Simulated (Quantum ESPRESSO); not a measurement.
# AlN (F-43m): from Born charge to LO-TO splitting

How high does the longitudinal optical mode of AlN (F-43m) lie, given the transverse one, the Born charge and ε∞?

Main program and level: Quantum ESPRESSO 7.5; DFT PBE, scalar-relativistic, plane waves, PseudoDojo norm-conserving pseudopotentials.

### 1. The relaxed structure

The structure is cubic, space group F-43m (No. 216). Conventional cell: a = 4.400 Å, b = 4.400 Å, c = 4.400 Å, α = 90.00°, β = 90.00°, γ = 90.00°. Nearest to Al lie 4 N at 1.91 Å. N has 4 Al at 1.91 Å nearest. Farther neighbours and most contacts between anions are not listed.

This is the cell after its relaxation at this level of theory, not the database cell from which that began.

### 2. What the response run gave

A linear-response run on the relaxed cell, with the response to an electric field; only its zone-centre results are used. Cutoff 92 Ry, k mesh 12×12×12.

Log:

```text
[banners, grids, parts of the stress and lines that vanish by symmetry left out]
Program PHONON v.7.5
     Reading xml data from directory:

[...]
Exchange-correlation= PBE
                           (   1   4   3   4   0   0   0)
[...]
(   8 q-points):
[...]
kinetic-energy cut-off    =      92.0000  Ry
     charge density cut-off    =     368.0000  Ry
     convergence threshold     =      1.0E-18
[...]
Exchange-correlation= PBE
                           (   1   4   3   4   0   0   0)
[...]
q = (   0.0000000   0.0000000   0.0000000 )
     25 Sym.Ops. (with q -> -q+G )
     G cutoff =  644.5531  (  17153 G-vectors)     FFT grid: ( 36, 36, 36)
     number of k points=    72
[...]
Mode symmetry, T_d (-43m)  point group:
[...]
Dielectric constant
[...]
End of electric fields calculation
          Dielectric constant in cartesian axis
          (       4.581830068      -0.000000000      -0.000000000 )
          (      -0.000000000       4.581830068       0.000000000 )
          (      -0.000000000      -0.000000000       4.581830068 )
          Effective charges (d Force / dE) in cartesian axis without acoustic sum rule applied (asr)
           atom    1  Al    Mean Z*:        2.52648
      Ex  (        2.52648       -0.00000       -0.00000 )
      Ey  (       -0.00000        2.52648       -0.00000 )
      Ez  (       -0.00000        0.00000        2.52648 )
           atom    2  N     Mean Z*:       -2.52632
      Ex  (       -2.52632        0.00000        0.00000 )
      Ey  (        0.00000       -2.52632        0.00000 )
      Ez  (        0.00000       -0.00000       -2.52632 )
          Effective charges Sum: Mean:        0.00016
[...]
Effective charges (d Force / dE) in cartesian axis with asr applied:
           atom    1  Al    Mean Z*:        2.52640
[...]
atom    2  N     Mean Z*:       -2.52640
[...]
Representation #   1 modes #   1   2   3
[...]
End of self-consistent calculation
     Convergence has been achieved
     Representation #   2 modes #   4   5   6
[...]
End of self-consistent calculation
     Convergence has been achieved
[...]
Dielectric constant in cartesian axis
          (       4.581830068      -0.000000000      -0.000000000 )
          (      -0.000000000       4.581830068       0.000000000 )
          (      -0.000000000      -0.000000000       4.581830068 )
          Effective charges (d Force / dE) in cartesian axis without acoustic sum rule applied (asr)
           atom    1  Al    Mean Z*:        2.52648
[...]
Mode symmetry, C_s (m)     point group:
[...]
q = (    0.750000000  -0.250000000   0.750000000 )
[...]
Mode symmetry, C_s (m)     point group:
     freq (   1-   1) =        291.8  [cm-1]   --> A''
     freq (   2-   2) =        356.8  [cm-1]   --> A'
     freq (   3-   3) =        496.5  [cm-1]   --> A'
     freq (   4-   4) =        640.6  [cm-1]   --> A''
     freq (   5-   5) =        661.1  [cm-1]   --> A'
     freq (   6-   6) =        723.8  [cm-1]   --> A'
[...]
Mode symmetry, C_s (m)     point group:
[...]
q = (    0.500000000   0.000000000   0.500000000 )
[...]
Mode symmetry, C_s (m)     point group:
     freq (   1-   1) =        239.4  [cm-1]   --> A''
     freq (   2-   2) =        354.5  [cm-1]   --> A'
     freq (   3-   3) =        446.9  [cm-1]   --> A'
     freq (   4-   4) =        631.2  [cm-1]   --> A''
     freq (   5-   5) =        667.0  [cm-1]   --> A'
     freq (   6-   6) =        748.3  [cm-1]   --> A'
[...]
Mode symmetry, D_2d (-42m) point group:
[...]
Representation #   3 modes #   3   4
[...]
Convergence has been achieved
     Representation #   4 modes #   5   6
[...]
Convergence has been achieved
[...]
q = (    0.000000000  -1.000000000   0.000000000 )
[...]
freq (    5) =      19.418799 [THz] =     647.741400 [cm-1]
     freq (    6) =      20.932660 [THz] =     698.238368 [cm-1]
[...]
Mode symmetry, D_2d (-42m) point group:
     freq (   1-   2) =        333.7  [cm-1]   --> E    X_5  W_3
     freq (   3-   3) =        574.4  [cm-1]   --> B_2  X_3  W_2
     freq (   4-   5) =        647.7  [cm-1]   --> E    X_5  W_3
     freq (   6-   6) =        698.2  [cm-1]   --> A_1  X_1  W_1
[...]
Mode symmetry, S_4 (-4)    point group:
[...]
Convergence has been achieved
[...]
Convergence has been achieved
[...]
Convergence has been achieved
[...]
Convergence has been achieved
     Representation #   5 mode #   5
[...]
End of self-consistent calculation
     Convergence has been achieved
     Representation #   6 mode #   6
[...]
End of self-consistent calculation
     Convergence has been achieved
[...]
q = (   -0.500000000  -1.000000000   0.000000000 )
[...]
freq (    1) =      10.947381 [THz] =     365.165334 [cm-1]
     freq (    2) =      12.297836 [THz] =     410.211669 [cm-1]
     freq (    3) =      14.898670 [THz] =     496.966147 [cm-1]
     freq (    4) =      19.193746 [THz] =     640.234457 [cm-1]
     freq (    5) =      19.564471 [THz] =     652.600514 [cm-1]
     freq (    6) =      21.151307 [THz] =     705.531673 [cm-1]
[...]
Mode symmetry, S_4 (-4)    point group:
     freq (   1-   1) =        365.2  [cm-1]   --> B    W_3
     freq (   2-   2) =        410.2  [cm-1]   --> E    W_4
     freq (   3-   3) =        497.0  [cm-1]   --> E*   W_2
     freq (   4-   4) =        640.2  [cm-1]   --> A    W_1
     freq (   5-   5) =        652.6  [cm-1]   --> E    W_4
     freq (   6-   6) =        705.5  [cm-1]   --> B    W_3

   JOB DONE.
```

```csv
quantity,value
cell volume Ω (Å³),21.301
mass of Al (u),26.982
mass of N (u),14.007
"Born charge of Al, raw (e)",2.526
"Born charge of N, raw (e)",-2.526
ε∞,4.582
ω(TO) after the sum rule (cm⁻¹),642.6
```

### 3. The calculation

The charges must sum to zero over the cell; taking off their mean, 0.000 e, leaves Z* = 2.526 e on Al. In the polar mode Al moves against N, so the reduced mass is μ = 26.98 × 14.01 / 40.99 = 9.220 u.

A longitudinal wave builds up a field that adds to the restoring force: ω(LO)² = ω(TO)² + 4π Z*² / (μ Ω ε∞), in Hartree atomic units. With μ = 16808 electron masses and Ω = 143.75 bohr³ the second term is 7.2456e-06 Ha², or 349013 cm⁻² (1 Ha = 219474.6 cm⁻¹).

So ω(LO) = √(412896 + 349013) = 872.9 cm⁻¹, and by the Lyddane-Sachs-Teller relation ε₀ = ε∞ (ω(LO)/ω(TO))² = 8.45.

### 4. Check against the program

The analysis program adds the same non-analytic term to the full matrix, here for q along (1 0 0).

Log:

```text
[banner, memory and clock lines left out]
Program DYNMAT v.7.5

     Reading Dynamical Matrix from file x.dyn1
     ...Force constants read
     ...epsilon and Z* read

     Polarizability (A^3 units)
     multiply by 0.455800 for Clausius-Mossotti correction
         6.071478   -0.000000   -0.000000
        -0.000000    6.071478   -0.000000
        -0.000000    0.000000    6.071478

     IR activities are in (D/A)^2/amu units

# mode   [cm-1]    [THz]      IR
    1     -0.00   -0.0000    0.0000
    2      0.00    0.0000    0.0000
    3      0.00    0.0000    0.0000
    4    642.57   19.2637   15.9706
    5    642.57   19.2637   15.9706
    6    872.87   26.1680   15.9706
```

ε₀ comes from the program's run without a direction of q.

```csv
quantity,by hand,program
ω(LO) (cm⁻¹),872.9,872.9
ε₀,8.45,8.45
```

### 5. Summary of results

| Property | Result |
| --- | --- |
| TO mode | 642.6 cm⁻¹ |
| LO mode | 872.9 cm⁻¹ |
| static dielectric constant | 8.455 |

In words: The LO mode of AlN (F-43m) lies at 873 cm⁻¹, 230 cm⁻¹ above the TO mode; the formula meets the program within 0.1 cm⁻¹, as it must for a cubic crystal with one polar mode. ω(LO)² − ω(TO)² goes with Z*²/ε∞: an error of 5 % in ε∞ would move the LO mode by 9.6 cm⁻¹, and semilocal functionals tend to overestimate ε∞. These are harmonic values at zero temperature, at the volume of this functional, for the structure held cubic; stability elsewhere in the zone is no part of this calculation.

[Host names and launcher messages were left out of these logs when they were recorded.]

[Logs are printed without paths, hosts, clocks, repeated set-up lines and the standing remarks that a program may print on its own settings, such as how far it seeks lower states.]

[Hosts, paths, dates, database ids (printed as entryN), source tags and the programs' standing remarks are cut or masked in the printed files.]
